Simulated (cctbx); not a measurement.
# Which space group?

Cell: a = 5.8270 Å, b = 11.4730 Å, c = 5.3920 Å, α = 90.00°, β = 90.00°, γ = 90.00°. Expected content of the cell: Dy8 V8.

Simulated single-crystal data (cctbx): Ag Kα, λ = 0.56087 Å, to d = 0.77 Å, 95 % of the full sphere, strongest reflection 5000 counts, noise from counting, a 4 % proportional error and a noise floor of 4 counts (s.d.); no absorption, some extinction.

Tests on the unmerged data give:

```text
3142 reflections to d = 0.770 A
centring   violations  <I/sigma> of those
    A       1104 of  1591      8.4
    B       1107 of  1586      8.8
    C       1075 of  1555      8.9
    I       1165 of  1589      9.2
    R       1492 of  2093      8.9
    F       1643 of  2366      8.7
Laue class    unique    Rint  (classes that these axes allow; Friedel mates merged)
P -1             1649   0.038
P 1 2/m 1         874   0.046
P 1 1 2/m         916   0.046
P 2/m 1 1         910   0.045
P m m m           525   0.050
space group    extra absences  I>4sigma  <I/sigma>
P 2 2 2                 0          0         -  acentric
P 2 2 21                8          0       0.2  acentric
P 2 21 2               13          0      -0.1  acentric
P 2 21 21              21          0       0.0  acentric
P m m 2                 0          0         -  acentric
P 2 m m                 0          0         -  acentric
P m 2 m                 0          0         -  acentric
P m c 21               78          0       0.0  acentric
P b 21 m              146          0      -0.1  acentric
P b m 2               146          0      -0.1  acentric
P 2 c m                78          0       0.0  acentric
P b c 21              224          0      -0.1  acentric
P m m m                 0          0         -  centric
P b m m               146          0      -0.1  centric
P m c m                78          0       0.0  centric
P b c m               224          0      -0.1  centric
Wilson B = 0.87 A^2   <|E^2-1|> = 0.845 (0.968 centric, 0.736 acentric)   E^2>4: 1.0 %
shell (A)         n   <I/sigma>
11.47 - 1.54     81     21.4
 1.54 - 1.22     69     22.7
 1.22 - 1.07     62     23.2
 1.07 - 0.97     67     18.7
 0.97 - 0.90     62     19.4
 0.90 - 0.85     64     16.5
 0.85 - 0.81     61     17.0
 0.81 - 0.77     59     18.6
```

**Question.** What are the lattice type, the Laue class and the likely space group?

Every centring test has many violations, so the lattice is primitive.

Rint stays low (0.038 to 0.050) up to P m m m, the highest class in these axes.

16 settings pass the absence test. The most absences obeyed, 224, belong to P b c 21 and P b c m, which absences can't tell apart.

⟨|E²−1|⟩ = 0.845 lies between the two ideal values. The Wilson B of 0.87 Å² means U ≈ 0.0110 Å².

The true group is Pbcm (no. 57), Laue class mmm, centrosymmetric. The tables only narrow the choice to the tied entries; cell content, site symmetry and trial solutions must settle it.

The model is made up (kin elements in a known structure type, no relaxation), so it says nothing on whether the phase exists.

[Logs are printed without paths, hosts, clocks, repeated set-up lines and the standing remarks that a program may print on its own settings, such as how far it seeks lower states.]
